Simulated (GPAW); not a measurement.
# Screening of a field by 1T-MnSSe monolayer, part 2 of 2

Wanted: the out-of-plane polarisability of 1T-MnSSe monolayer.

GPAW 26.7.0; GPAW, PAW setups; layer in a repeated cell with vacuum, relaxation of atoms and in-plane cell (the session's first sound run).

So far. Step 5 (Field on): The dipole is now -0.0554 e Å, against -0.028 in the run without a field.

### Step 8. Field on

Level of this step: GPAW, PAW setups; slab in vacuum (GPAW).

Input file run.py:

```python
import json
import numpy as np
from ase import Atoms
from gpaw import GPAW, PW
from gpaw.external import ConstantElectricField

slab = Atoms(
    ['Se', 'Mn', 'S'],
    positions=[
        [1.70096, 0.98205, 9.00000],
        [0.00000, 0.00000, 10.50464],
        [0.00000, 1.96411, 11.77035]],
    cell=[[3.40194, 0.0, 0.0], [-1.70096, 2.94616, 0.0], [0.0, 0.0, 20.7703]],
    pbc=[True, True, False],
    magmoms=[0.0, 4.0, 0.0])

slab.calc = GPAW(mode=PW(400), xc='PBE', kpts={'size': (9, 9, 1), 'gamma': True},
                 occupations={'name': 'fermi-dirac', 'width': 0.05}, nbands='160%',
                 convergence={'density': 1e-05}, maxiter=200,
                 poissonsolver={'dipolelayer': 'xy'},
                 external=ConstantElectricField(0.1, [0, 0, 1]),
                 symmetry={'tolerance': 1e-3}, txt='slab.txt')
result = {}
energy = slab.get_potential_energy()
fermi = slab.calc.get_fermi_level()
v = slab.calc.get_electrostatic_potential().mean((0, 1)) - fermi
n = slab.calc.get_pseudo_density().mean((0, 1))
L = slab.cell[2, 2]
z = np.arange(len(v)) * L / len(v)
low, high = slab.positions[:, 2].min(), slab.positions[:, 2].max()
below, above = np.interp([low - 6.8, high + 6.8], z, v)
slopes = [np.interp(x, z, np.gradient(v, z)) for x in (low - 6.8, high + 6.8)]
eps = np.array([[slab.calc.get_eigenvalues(k, s) for k in range(len(slab.calc.get_ibz_k_points()))]
                for s in range(slab.calc.get_number_of_spins())]) - fermi
top, bottom = eps[eps < 0].max(), eps[eps > 0].min()
dipole = slab.get_dipole_moment()[2]
print(f'energy {energy:.4f} eV, Fermi level {fermi:.4f} eV, dipole {dipole:.5f} e A')
print(f'potential 6.8 A off the faces, from the Fermi level: lower {below:.4f} eV, upper {above:.4f} eV')
print(f'slope of the potential there: lower {slopes[0]:.5f}, upper {slopes[1]:.5f} eV/A')
print(f'nearest levels on the mesh: {top:.4f} and {bottom:.4f} eV')
print('magnetic moment', round(slab.get_magnetic_moment(), 3))
result.update(energy=energy, fermi=fermi, dipole=dipole, below=below, above=above, slopes=slopes, edges=[top, bottom],
              z=z.tolist(), v=v.tolist(), n=n.tolist(), positions=slab.positions.tolist(),
              forces=slab.get_forces(apply_constraint=False).tolist(), moments=slab.get_magnetic_moments().tolist())
json.dump(result, open('result.json', 'w'))
```

On the command line:

```sh
$ OMP_NUM_THREADS=1 OPENBLAS_NUM_THREADS=1 python run.py
```

Output:

```text
energy -18.7997 eV, Fermi level -2.1425 eV, dipole -0.00058 e A
potential 6.8 A off the faces, from the Fermi level: lower 5.3229 eV, upper 5.3333 eV
slope of the potential there: lower 0.00000, upper 0.00001 eV/A
nearest levels on the mesh: -0.0681 and 0.0099 eV
magnetic moment 2.85
```

Wall time 2.3 min (1 thread of Arm Neoverse V2, shared host); peak memory 0.35 GiB.

The electrostatic potential energy of an electron (without an applied field's), less the Fermi level, planar mean by z:

z (Å), electrostatic potential energy of an electron (without an applied field's), less the Fermi level, planar mean (eV) and a bar from the least value:
```
      0.0        5.3 ##############################
      0.5        5.3 ##############################
      1.0        5.3 ##############################
      1.5        5.3 ##############################
      2.0        5.3 ##############################
      2.5        5.3 ##############################
      3.0        5.3 ##############################
      3.5        5.3 ##############################
      4.0        5.3 ##############################
      4.5        5.3 ##############################
      5.0        5.3 ##############################
      5.5        5.3 ##############################
      6.0        5.3 ##############################
      6.5        5.3 ##############################
      7.0        5.2 ##############################
      7.5        4.7 #############################
      8.0        2.7 ###########################
      8.5       -5.6 #################
      9.0      -19.0 
      9.5       -7.8 ##############
     10.0       -5.9 ################
     10.5      -11.3 #########
     11.0       -7.2 ###############
     11.5      -12.2 ########
     12.0      -11.7 #########
     12.5        0.8 ########################
     13.0        4.4 #############################
     13.5        5.1 ##############################
     14.0        5.3 ##############################
     14.5        5.3 ##############################
     15.0        5.3 ##############################
     15.5        5.3 ##############################
     16.0        5.3 ##############################
     16.5        5.3 ##############################
     17.0        5.3 ##############################
     17.5        5.3 ##############################
     18.0        5.3 ##############################
     18.5        5.3 ##############################
     19.0        5.3 ##############################
     19.5        5.3 ##############################
     20.0        5.3 ##############################
     20.5        5.3 ##############################
```

The dipole is now -5.8e-4 e Å, against -0.028 in the run without a field.

### Step 9. Field on

run.py: that of step 8 with these lines changed.

```diff
@@ -20,3 +20,3 @@
                  poissonsolver={'dipolelayer': 'xy'},
-                 external=ConstantElectricField(0.1, [0, 0, 1]),
+                 external=ConstantElectricField(0.2, [0, 0, 1]),
                  symmetry={'tolerance': 1e-3}, txt='slab.txt')
```

Output:

```text
energy -18.8010 eV, Fermi level -2.1484 eV, dipole 0.02685 e A
potential 6.8 A off the faces, from the Fermi level: lower 5.5788 eV, upper 5.0940 eV
slope of the potential there: lower 0.00000, upper 0.00001 eV/A
nearest levels on the mesh: -0.0674 and 0.0086 eV
magnetic moment 2.85
```

Wall time 2.4 min (1 thread); peak memory 0.35 GiB.

Electrostatic potential energy of an electron (without an applied field's), less the Fermi level, planar mean against z:

```tsv
z (Å)	electrostatic potential energy of an electron (without an applied field's), less the Fermi level, planar mean (eV)
0.0	5.34
0.5	5.58
1.0	5.58
1.5	5.58
2.0	5.58
2.5	5.58
3.0	5.58
3.5	5.58
4.0	5.58
4.5	5.58
5.0	5.58
5.5	5.58
6.0	5.57
6.5	5.54
7.0	5.43
7.5	4.95
8.0	2.88
8.5	-5.40
9.0	-18.8
9.5	-7.70
10.0	-5.89
10.5	-11.3
11.0	-7.21
11.5	-12.3
12.0	-11.8
12.5	0.593
13.0	4.17
13.5	4.90
14.0	5.05
14.5	5.09
15.0	5.09
15.5	5.09
16.0	5.09
16.5	5.09
17.0	5.09
17.5	5.09
18.0	5.09
18.5	5.09
19.0	5.09
19.5	5.09
20.0	5.09
20.5	5.16
```

The dipole is now 0.0268 e Å, against -0.028 in the run without a field.

### Step 10. Field on

run.py: that of step 9 with these lines changed.

```diff
@@ -20,3 +20,3 @@
                  poissonsolver={'dipolelayer': 'xy'},
-                 external=ConstantElectricField(0.2, [0, 0, 1]),
+                 external=ConstantElectricField(0.3, [0, 0, 1]),
                  symmetry={'tolerance': 1e-3}, txt='slab.txt')
```

Output:

```text
energy -18.8051 eV, Fermi level -2.1552 eV, dipole 0.05431 e A
potential 6.8 A off the faces, from the Fermi level: lower 5.8363 eV, upper 4.8557 eV
slope of the potential there: lower 0.00000, upper 0.00001 eV/A
nearest levels on the mesh: -0.0666 and 0.0073 eV
magnetic moment 2.85
```

The job ended after 2.5 min (1 thread; peak memory 0.35 GiB).

Table of electrostatic potential energy of an electron (without an applied field's), less the Fermi level, planar mean by z:

z (Å), electrostatic potential energy of an electron (without an applied field's), less the Fermi level, planar mean (eV) and a bar from the least value:
```
      0.0        5.3 #############################
      0.5        5.8 ##############################
      1.0        5.8 ##############################
      1.5        5.8 ##############################
      2.0        5.8 ##############################
      2.5        5.8 ##############################
      3.0        5.8 ##############################
      3.5        5.8 ##############################
      4.0        5.8 ##############################
      4.5        5.8 ##############################
      5.0        5.8 ##############################
      5.5        5.8 ##############################
      6.0        5.8 ##############################
      6.5        5.8 ##############################
      7.0        5.7 ##############################
      7.5        5.2 #############################
      8.0        3.1 ###########################
      8.5       -5.2 ################
      9.0      -18.7 
      9.5       -7.6 ##############
     10.0       -5.9 ################
     10.5      -11.3 #########
     11.0       -7.3 ##############
     11.5      -12.4 ########
     12.0      -12.0 ########
     12.5        0.4 #######################
     13.0        3.9 ############################
     13.5        4.7 #############################
     14.0        4.8 #############################
     14.5        4.8 #############################
     15.0        4.9 #############################
     15.5        4.9 #############################
     16.0        4.9 #############################
     16.5        4.9 #############################
     17.0        4.9 #############################
     17.5        4.9 #############################
     18.0        4.9 #############################
     18.5        4.9 #############################
     19.0        4.9 #############################
     19.5        4.9 #############################
     20.0        4.9 #############################
     20.5        5.0 #############################
```

The dipole is now 0.0543 e Å, against -0.028 in the run without a field.

### Step 11. The series

The members are put on one axis.

This step: induced dipole against applied field (GPAW 26.7.0).

Dipole along the normal against field:

```tsv
field (V/Å)	dipole along the normal (e·Å)
-0.200	-0.0828
-0.100	-0.0554
-0.050	-0.0417
0.000	-0.0278
0.050	-0.0143
0.100	-5.8e-4
0.200	0.0268
0.300	0.0543
```

### Step 12. Outcome

* work function, upper and lower face: 5.574 and 5.069 eV
* dipole along the normal: -0.0278 e Å
* induced dipole per field: 0.274 e Å per V/Å
* out-of-plane polarisability per area, α/(ε0 A): 4.95 Å

In words: The field induces 0.274 e Å per V/Å, a polarisable thickness α/(ε0 A) of 4.95 Å beside 2.77 Å between the outermost nuclei. A perfect conductor would give the distance between its two image planes; a dielectric of thickness t gives t(1 - 1/ε). The two faces differ by 0.51 eV, the step that the slab's dipole makes (e p/(ε0 A) gives 0.50 eV), so the dipole layer is needed. The induced dipole is linear in the field over this range. The relaxation of atoms and cell ran in a fully periodic cell without the dipole layer, so the atoms of this polar layer felt a small spurious field. One magnetic start was tried; another order may lie lower. The layer's cell and atoms come from the relaxation; spin-orbit coupling and temperature are left out.

[Logs are printed without paths, hosts, clocks, repeated set-up lines and the standing remarks that a program may print on its own settings, such as how far it seeks lower states.]

[Hosts, paths, dates, database ids (printed as entryN), source tags and the programs' standing remarks are cut or masked in the printed files.]
